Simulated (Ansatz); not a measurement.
# Li on Ta(110): change of the work function, part 2 of 4

Wanted: Δφ(θ) for Li/Ta(110), starting from the hollow site.

Ansatz 0.2.0; plane-wave DFT, PBE, Ansatz PAW.

So far, work function, upper face (eV): step 2 (the clean slab) 4.77.

**3. The covered slab, k-mesh 4×4×1, coverage 0.111 ML**

System of this step: Li/Ta(110). The cell holds 37 atoms: 36 Ta and 1 Li. Cell: a = 8.600 Å, b = 8.600 Å, c = 27.557 Å, α = 90.0°, β = 90.0°, γ = 70.5°. Vacuum lies along c.

The clean slab as it ended is repeated in the plane and the adsorbate is set on one face; the cell's size fixes the coverage, and the k-mesh shrinks with it to keep the sampling density about even. Adsorbate and upper layers relax, since the dipole depends on the height.

input.yaml reads:

```yaml
crystal:
  lattice:
    - [7.0215703371, -4.965, 0.0]
    - [7.0215703371, 4.965, 0.0]
    - [0.0, 0.0, 27.5573286585]
  atoms:
    - { symbol: Ta, position: [0.0, 0.0, 0.3265918882] }
    - { symbol: Ta, position: [0.1666666667, 0.1666666667, 0.4115247739] }
    - { symbol: Ta, position: [0.0, 0.0, 0.4965446861] }
    - { symbol: Ta, position: [0.1666666667, 0.1666666667, 0.5781691423] }
    - { symbol: Ta, position: [0.0, 0.3333333333, 0.3265918882] }
    - { symbol: Ta, position: [0.1666666667, 0.5, 0.4115247739] }
    - { symbol: Ta, position: [0.0, 0.3333333333, 0.4965446861] }
    - { symbol: Ta, position: [0.1666666667, 0.5, 0.5781691423] }
    - { symbol: Ta, position: [0.0, 0.6666666667, 0.3265918882] }
    - { symbol: Ta, position: [0.1666666667, 0.8333333333, 0.4115247739] }
    - { symbol: Ta, position: [0.0, 0.6666666667, 0.4965446861] }
    - { symbol: Ta, position: [0.1666666667, 0.8333333333, 0.5781691423] }
    - { symbol: Ta, position: [0.3333333333, 0.0, 0.3265918882] }
    - { symbol: Ta, position: [0.5, 0.1666666667, 0.4115247739] }
    - { symbol: Ta, position: [0.3333333333, 0.0, 0.4965446861] }
    - { symbol: Ta, position: [0.5, 0.1666666667, 0.5781691423] }
    - { symbol: Ta, position: [0.3333333333, 0.3333333333, 0.3265918882] }
    - { symbol: Ta, position: [0.5, 0.5, 0.4115247739] }
    - { symbol: Ta, position: [0.3333333333, 0.3333333333, 0.4965446861] }
    - { symbol: Ta, position: [0.5, 0.5, 0.5781691423] }
    - { symbol: Ta, position: [0.3333333333, 0.6666666667, 0.3265918882] }
    - { symbol: Ta, position: [0.5, 0.8333333333, 0.4115247739] }
    - { symbol: Ta, position: [0.3333333333, 0.6666666667, 0.4965446861] }
    - { symbol: Ta, position: [0.5, 0.8333333333, 0.5781691423] }
    - { symbol: Ta, position: [0.6666666667, 0.0, 0.3265918882] }
    - { symbol: Ta, position: [0.8333333333, 0.1666666667, 0.4115247739] }
    - { symbol: Ta, position: [0.6666666667, 0.0, 0.4965446861] }
    - { symbol: Ta, position: [0.8333333333, 0.1666666667, 0.5781691423] }
    - { symbol: Ta, position: [0.6666666667, 0.3333333333, 0.3265918882] }
    - { symbol: Ta, position: [0.8333333333, 0.5, 0.4115247739] }
    - { symbol: Ta, position: [0.6666666667, 0.3333333333, 0.4965446861] }
    - { symbol: Ta, position: [0.8333333333, 0.5, 0.5781691423] }
    - { symbol: Ta, position: [0.6666666667, 0.6666666667, 0.3265918882] }
    - { symbol: Ta, position: [0.8333333333, 0.8333333333, 0.4115247739] }
    - { symbol: Ta, position: [0.6666666667, 0.6666666667, 0.4965446861] }
    - { symbol: Ta, position: [0.8333333333, 0.8333333333, 0.5781691423] }
    - { symbol: Li, position: [0.28, 0.28, 0.6734081118] }
kpoints:
  mp_grid: { grid: [4, 4, 1] }
hamiltonian:
  xc: pbe
scf:
  occupations: { method: fermi_dirac, width: 0.1 }
  convergence: { dr2_threshold: 1.0e-08 }
efield:
  axis: 3
  dipole_correction: true
  ramp_position: 0.97
  ramp_width: 0.06
relax:
  f_tol: 0.02
  max_steps: 60
  constraints:
    - { sites: [0, 1, 4, 5, 8, 9, 12, 13, 16, 17, 20, 21, 24, 25, 28, 29, 32, 33] }
output:
  write_potential: true
  write_density: true
  volumetric_format: npy
```

Run with:

```sh
$ ansatz run input.yaml --threads 4 --pin off --max-ram 16384MiB --backend cpu --events-out ev --progress --plain --runs-dir out
```

Numbers of over 12 decimals in the logs are rounded to 6 here.

What it wrote:

```text
[...]
Crystal: 37 atoms, lattice volume = 1921.413 Å³
Basis set: ecut = 420 eV, 37659 PW (Γ), exchange–correlation on 120×120×384 points (8 copies of the dense FFT grid, shifted against one another)
Bands: 283, of which v1, the nominal top of the filled ones, is band 236 counted from 1 (235 counted from 0)
Symmetry: 2 space group operations
[...]
k-points: 7 of 16 (time reversal used)
[...]
SCF iter   1: F=—  HF=-357746.752347 eV  |F-HF|=—  |Δ(HF+E_count)|=         —  Δρ=5.13e-3  dr2=1.44e1  ethr=1.77e-3  p=0.614 e·Å  D=5.78e-2 V/Å  ΔV_dip=-1.59 eV  dr2_dipole=4.09e0  V_vac-E_F(+/−)=3.45/5.04 eV  ⟨swp⟩=14.7  Hψ=10861  notcnv=0  defer=1
[...]
SCF iter   9: F=-357746.472701 eV  HF=-357746.472701 eV  |F-HF|=5.16e-8  |Δ(HF+E_count)|=   1.82e-7  Δρ=5.60e-7  dr2=8.80e-9  ethr=2.12e-12  p=0.556 e·Å  D=5.23e-2 V/Å  ΔV_dip=-1.44 eV  dr2_dipole=1.55e-10  V_vac-E_F(+/−)=3.36/4.80 eV  ⟨swp⟩=9.7  Hψ=16888  notcnv=0
SCF 1 converged in 9 iterations: F = -357746.472701 eV  dr2 = 8.80e-9
[...]
relax step   1: F+E_penalty+E_count = -357746.47270120 eV  Δ(F+E_penalty+E_count) = +0.000e0 eV  max|allowed force component| = 3.114e-1 eV/Å  Δτ_max = 0.0000 Å  (9 SCF iters, accepted)
[...]
SCF iter   9: F=-357746.462953 eV  HF=-357746.462952 eV  |F-HF|=1.68e-8  |Δ(HF+E_count)|=   1.16e-7  Δρ=5.54e-7  dr2=9.69e-9  ethr=2.12e-12  p=0.460 e·Å  D=4.33e-2 V/Å  ΔV_dip=-1.19 eV  dr2_dipole=2.94e-10  V_vac-E_F(+/−)=3.61/4.80 eV  ⟨swp⟩=8.7  Hψ=15399  notcnv=0
SCF 2 converged in 9 iterations: F = -357746.462953 eV  dr2 = 9.69e-9
relax step   2: F+E_penalty+E_count = -357746.46295251 eV  Δ(F+E_penalty+E_count) = +9.749e-3 eV  max|allowed force component| = 3.322e-1 eV/Å  Δτ_max = 0.1983 Å  (9 SCF iters, rejected (line search))
SCF iter   1: F=—  HF=-357746.535706 eV  |F-HF|=—  |Δ(HF+E_count)|=         —  Δρ=2.23e-3  dr2=5.43e-1  ethr=1.03e-3  p=0.460 e·Å  D=4.33e-2 V/Å  ΔV_dip=-1.19 eV  dr2_dipole=7.36e-2  V_vac-E_F(+/−)=3.61/4.81 eV  ⟨swp⟩=5.6  Hψ=3539  notcnv=0  defer=2
[...]
SCF iter   9: F=-357746.507984 eV  HF=-357746.507984 eV  |F-HF|=7.97e-9  |Δ(HF+E_count)|=   4.17e-8  Δρ=3.46e-7  dr2=4.73e-9  ethr=2.12e-12  p=0.509 e·Å  D=4.80e-2 V/Å  ΔV_dip=-1.32 eV  dr2_dipole=7.86e-11  V_vac-E_F(+/−)=3.48/4.80 eV  ⟨swp⟩=11.3  Hψ=14554  notcnv=0
SCF 3 converged in 9 iterations: F = -357746.507984 eV  dr2 = 4.73e-9
relax step   3: F+E_penalty+E_count = -357746.50798376 eV  Δ(F+E_penalty+E_count) = -3.528e-2 eV  max|allowed force component| = 1.139e-1 eV/Å  Δτ_max = 0.0966 Å  (9 SCF iters, accepted)
[...]
relax step   4: F+E_penalty+E_count = -357746.51502732 eV  Δ(F+E_penalty+E_count) = -7.044e-3 eV  max|allowed force component| = 4.052e-2 eV/Å  Δτ_max = 0.1000 Å  (7 SCF iters, accepted)
[...]
relax step   5: F+E_penalty+E_count = -357746.52034443 eV  Δ(F+E_penalty+E_count) = -5.317e-3 eV  max|allowed force component| = 3.434e-2 eV/Å  Δτ_max = 0.1500 Å  (8 SCF iters, accepted)
[...]
relax step   6: F+E_penalty+E_count = -357746.52427057 eV  Δ(F+E_penalty+E_count) = -3.926e-3 eV  max|allowed force component| = 2.497e-2 eV/Å  Δτ_max = 0.1959 Å  (8 SCF iters, accepted)
[...]
relax step   7: F+E_penalty+E_count = -357746.52589516 eV  Δ(F+E_penalty+E_count) = -1.625e-3 eV  max|allowed force component| = 1.059e-2 eV/Å  Δτ_max = 0.1764 Å  (8 SCF iters, accepted)
SCF iter   1: F=—  HF=-357746.525532 eV  |F-HF|=—  |Δ(HF+E_count)|=         —  Δρ=3.43e-4  dr2=7.36e-3  ethr=2.09e-5  p=0.478 e·Å  D=4.51e-2 V/Å  ΔV_dip=-1.24 eV  dr2_dipole=9.82e-5  V_vac-E_F(+/−)=3.56/4.81 eV  ⟨swp⟩=3.6  Hψ=4538  notcnv=0  defer=1
[...]
SCF iter   8: F=-357746.526079 eV  HF=-357746.526079 eV  |F-HF|=4.89e-9  |Δ(HF+E_count)|=   1.84e-8  Δρ=1.61e-7  dr2=8.62e-10  ethr=2.12e-12  p=0.479 e·Å  D=4.51e-2 V/Å  ΔV_dip=-1.24 eV  dr2_dipole=8.40e-11  V_vac-E_F(+/−)=3.56/4.81 eV  ⟨swp⟩=11.0  Hψ=13824  notcnv=0
SCF 8 converged in 8 iterations: F = -357746.526079 eV  dr2 = 8.62e-10
relax step   8: F+E_penalty+E_count = -357746.52607871 eV  Δ(F+E_penalty+E_count) = -1.835e-4 eV  max|allowed force component| = 1.540e-2 eV/Å  Δτ_max = 0.0926 Å  (8 SCF iters, accepted)
NSCF: frozen V_eff on 7 k-points
[...]
SCF converged after 8 iterations
Free energy (F): -357746.526079 eV
[...]
Internal energy: -357744.846353 eV  (E = F + TS)
E sigma→0 (E₀):  -357745.686216 eV
Entropy (-TS):   -1.679726 eV (-45.398 meV/atom)
Fermi energy:    3.731344 eV
Dipole field:    D = 0.045134 V/Å  (p = 0.479249 e·Å, saw-weighted, corrected)
Work function:   Φ+ = 3.5614 eV   Φ− = 4.8051 eV
[...]
--- Forces (eV/Å), atoms counted from 1 ---
  atom   1  Ta     0.00290769     0.00000000     0.42462777
  atom   2  Ta    -0.00427802     0.00000000    -0.40705373
  atom   3  Ta     0.00647047     0.00000000    -0.00285743
  atom   4  Ta    -0.00338305     0.00000000    -0.00680980
  atom   5  Ta    -0.00036139    -0.00172786     0.43130263
  atom   6  Ta     0.00131513    -0.00876549    -0.46083459
  atom   7  Ta    -0.00072829     0.00717536    -0.00332450
  atom   8  Ta     0.00044314     0.00041588     0.00561192
  atom   9  Ta    -0.00033322    -0.00518454     0.42018651
  atom  10  Ta     0.02142055    -0.00636829    -0.40871746
  atom  11  Ta     0.00391374     0.00094020     0.00600729
  atom  12  Ta     0.00174876    -0.00045282    -0.00355911
  atom  13  Ta    -0.00036139     0.00172786     0.43130263
  atom  14  Ta     0.00131513     0.00876549    -0.46083459
  atom  15  Ta    -0.00072829    -0.00717536    -0.00332450
  atom  16  Ta     0.00044314    -0.00041588     0.00561192
  atom  17  Ta     0.00070422     0.00000000     0.42989777
  atom  18  Ta     0.00817010     0.00000000    -0.40489233
  atom  19  Ta    -0.01539823     0.00000000     0.00626407
  atom  20  Ta     0.00518577     0.00000000     0.00324084
  atom  21  Ta     0.00046769    -0.00094933     0.43082625
  atom  22  Ta    -0.01849988     0.00796219    -0.40507914
  atom  23  Ta    -0.00849673    -0.00786554     0.00086032
  atom  24  Ta    -0.00114010     0.00012662    -0.00478884
  atom  25  Ta    -0.00033322     0.00518454     0.42018651
  atom  26  Ta     0.02142055     0.00636829    -0.40871746
  atom  27  Ta     0.00391374    -0.00094020     0.00600729
  atom  28  Ta     0.00174876     0.00045282    -0.00355911
  atom  29  Ta     0.00046769     0.00094933     0.43082625
  atom  30  Ta    -0.01849988    -0.00796219    -0.40507914
  atom  31  Ta    -0.00849673     0.00786554     0.00086032
  atom  32  Ta    -0.00114010    -0.00012662    -0.00478884
  atom  33  Ta    -0.00390721     0.00000000     0.42487783
  atom  34  Ta     0.00044664     0.00000000    -0.48172045
  atom  35  Ta     0.00283857     0.00000000    -0.00437829
  atom  36  Ta     0.00005635     0.00000000     0.00255373
  atom  37  Li     0.00068731     0.00000000    -0.00072834
  max |Σ_I F_I| component: 4.22e-6 eV/Å
--- Band table (eV; the first three rows and the last of 7) ---
  k-point 0: bands = [... 232 lower, 3.6064, 3.6072, 3.6751, 3.6782, 3.6788, 3.6803, 3.8257, 3.8883, ... 43 higher]
  k-point 1: bands = [... 232 lower, 3.5637, 3.6406, 3.6830, 3.7333, 3.8318, 3.8484, 3.9236, 3.9493, ... 43 higher]
  k-point 2: bands = [... 232 lower, 3.5932, 3.6662, 3.7062, 3.7389, 3.7541, 3.7770, 3.7796, 3.8571, ... 43 higher]
  k-point 6: bands = [... 232 lower, 3.5774, 3.5801, 3.5813, 3.7458, 3.7649, 3.8016, 3.8352, 3.8402, ... 43 higher]
--- Relaxed structure (8 steps of the walk, 7 accepted, 0 SCFs on fresh bases) ---
  F+E_penalty+E_count = -357746.52607871 eV   max|allowed force component| = 1.540e-2 eV/Å
  atoms:
    - { symbol: Ta, position: [0.0, 0.0, 0.3265918882] }
    - { symbol: Ta, position: [0.1666666667, 0.1666666667, 0.411525] }
    - { symbol: Ta, position: [-0.000116248, -0.000116248, 0.496553] }
    - { symbol: Ta, position: [0.167933, 0.167933, 0.579078] }
    - { symbol: Ta, position: [2.7755575615628914e-17, 0.333333, 0.3265918882] }
    - { symbol: Ta, position: [0.1666666667, 0.5, 0.411525] }
    - { symbol: Ta, position: [2.8709948383248696e-5, 0.333304, 0.496712] }
    - { symbol: Ta, position: [0.165953, 0.500832, 0.577827] }
    - { symbol: Ta, position: [5.551115123125783e-17, 0.666667, 0.3265918882] }
    - { symbol: Ta, position: [0.166667, 0.833333, 0.411525] }
    - { symbol: Ta, position: [-0.000984073, 0.667647, 0.496002] }
    - { symbol: Ta, position: [0.166252, 0.833393, 0.578961] }
    - { symbol: Ta, position: [0.333333, 2.7755575615628914e-17, 0.3265918882] }
    - { symbol: Ta, position: [0.5, 0.1666666667, 0.411525] }
    - { symbol: Ta, position: [0.333304, 2.8709948383248696e-5, 0.496712] }
    - { symbol: Ta, position: [0.500832, 0.165953, 0.577827] }
    - { symbol: Ta, position: [0.3333333333, 0.3333333333, 0.3265918882] }
    - { symbol: Ta, position: [0.5, 0.5, 0.411525] }
    - { symbol: Ta, position: [0.333535, 0.333535, 0.496304] }
    - { symbol: Ta, position: [0.498871, 0.498871, 0.579001] }
    - { symbol: Ta, position: [0.333333, 0.6666666667, 0.3265918882] }
    - { symbol: Ta, position: [0.5, 0.833333, 0.411525] }
    - { symbol: Ta, position: [0.333292, 0.667095, 0.496689] }
    - { symbol: Ta, position: [0.500409, 0.833445, 0.578960] }
    - { symbol: Ta, position: [0.666667, 5.551115123125783e-17, 0.3265918882] }
    - { symbol: Ta, position: [0.833333, 0.166667, 0.411525] }
    - { symbol: Ta, position: [0.667647, -0.000984073, 0.496002] }
    - { symbol: Ta, position: [0.833393, 0.166252, 0.578961] }
    - { symbol: Ta, position: [0.6666666667, 0.333333, 0.3265918882] }
    - { symbol: Ta, position: [0.833333, 0.5, 0.411525] }
    - { symbol: Ta, position: [0.667095, 0.333292, 0.496689] }
    - { symbol: Ta, position: [0.833445, 0.500409, 0.578960] }
    - { symbol: Ta, position: [0.6666666667, 0.6666666667, 0.3265918882] }
    - { symbol: Ta, position: [0.8333333333, 0.8333333333, 0.411525] }
    - { symbol: Ta, position: [0.666777, 0.666777, 0.496561] }
    - { symbol: Ta, position: [0.833347, 0.833347, 0.578597] }
    - { symbol: Li, position: [0.332895, 0.332895, 0.667672] }
```

The job ended after 22 min (4 threads of Arm Neoverse V1, shared host; peak memory 9.7 GiB).

Step by step:

```
step  energy less that of the first step (eV)  largest force component (eV/Å)
   1                                   0.0000                          0.3114
   2                                   0.0097                          0.3322
   3                                  -0.0353                          0.1139
   4                                  -0.0423                          0.0405
   5                                  -0.0476                          0.0343
   6                                  -0.0516                          0.0250
   7                                  -0.0532                          0.0106
   8                                  -0.0534                          0.0154
```

Relaxation step 2 was tried and not accepted.

Forces are held to the 2 operations that the run works with; a distortion that breaks them can't arise in this run.

The atoms that moved most (Å):

```
atom      dx      dy      dz  length
Li37   0.743   0.000  -0.158   0.759
 Ta4   0.018   0.000   0.025   0.031
Ta20  -0.016   0.000   0.023   0.028
Ta24   0.004  -0.001   0.022   0.022
Ta32   0.004   0.001   0.022   0.022
Ta28  -0.002  -0.002   0.022   0.022
Ta12  -0.002   0.002   0.022   0.022
Ta11   0.000   0.010  -0.015   0.018
```

The relaxed structure:

```xyz
37
Lattice="7.0216 -4.9650 0.0000 7.0216 4.9650 0.0000 0.0000 0.0000 27.5573" Properties=species:S:1:pos:R:3
Ta    0.0000    0.0000    9.0000
Ta    2.3405    0.0000   11.3405
Ta   -0.0016    0.0000   13.6837
Ta    2.3583    0.0000   15.9579
Ta    2.3405    1.6550    9.0000
Ta    4.6810    1.6550   11.3405
Ta    2.3405    1.6547   13.6881
Ta    4.6819    1.6627   15.9234
Ta    4.6810    3.3100    9.0000
Ta    7.0216    3.3100   11.3405
Ta    4.6810    3.3198   13.6685
Ta    7.0191    3.3124   15.9546
Ta    2.3405   -1.6550    9.0000
Ta    4.6810   -1.6550   11.3405
Ta    2.3405   -1.6547   13.6881
Ta    4.6819   -1.6627   15.9234
Ta    4.6810    0.0000    9.0000
Ta    7.0216    0.0000   11.3405
Ta    4.6839    0.0000   13.6768
Ta    7.0057    0.0000   15.9557
Ta    7.0216    1.6550    9.0000
Ta    9.3621    1.6550   11.3405
Ta    7.0243    1.6573   13.6874
Ta    9.3657    1.6535   15.9546
Ta    4.6810   -3.3100    9.0000
Ta    7.0216   -3.3100   11.3405
Ta    4.6810   -3.3198   13.6685
Ta    7.0191   -3.3124   15.9546
Ta    7.0216   -1.6550    9.0000
Ta    9.3621   -1.6550   11.3405
Ta    7.0243   -1.6573   13.6874
Ta    9.3657   -1.6535   15.9546
Ta    9.3621    0.0000    9.0000
Ta   11.7026    0.0000   11.3405
Ta    9.3636    0.0000   13.6839
Ta   11.7028    0.0000   15.9446
Li    4.6749    0.0000   18.3993
```

This step gave:

| Property | Result |
| --- | --- |
| energy at zero smearing | -357745.6862 eV |
| work function, upper face | 3.561 eV |
| work function, lower face | 4.805 eV |
| dipole along the normal | 0.4792 e·Å |
| step between the vacuum levels | -1.244 eV |

Running mean over 2.341 Å of the planar mean; the ramp of the sawtooth is left out. Table of electron's electrostatic potential energy less the Fermi level by z:

z (Å), electron's electrostatic potential energy less the Fermi level (eV) and a bar from the least value:
```
        4        4.8 ##############################
        5        4.8 ##############################
        6        4.6 ##############################
        7        3.0 ##########################
        8       -5.2 ###########
        9      -10.1 #
       10      -10.0 #
       11      -10.0 #
       12      -10.0 #
       13      -10.0 #
       14      -10.2 #
       15      -10.7 
       16      -10.1 #
       17       -4.9 ###########
       18        2.3 #########################
       19        3.3 ###########################
       20        3.5 ###########################
       21        3.6 ############################
       22        3.6 ############################
       23        3.6 ############################
       24        3.6 ############################
```

The relaxation took 8 steps and lowered the energy by 0.053 eV; the largest force on the free atoms ends at 0.015 eV/Å.

The covered face has 3.56 eV, -1.21 eV against the clean one; the bare back face has moved by -0.01 eV, a measure of how thin the slab is.

(Part 2 of 4 ends here.)

[Logs are printed without paths, hosts, clocks, repeated set-up lines and the standing remarks that a program may print on its own settings, such as how far it seeks lower states.]

[Hosts, paths, dates, database ids (printed as entryN), source tags and the programs' standing remarks are cut or masked in the printed files.]

[Maps of the electrostatic potential energy from Ansatz leave out the sawtooth potential of an applied field or a dipole correction, so their vacuum need not be flat; planar profiles and work functions include it.]
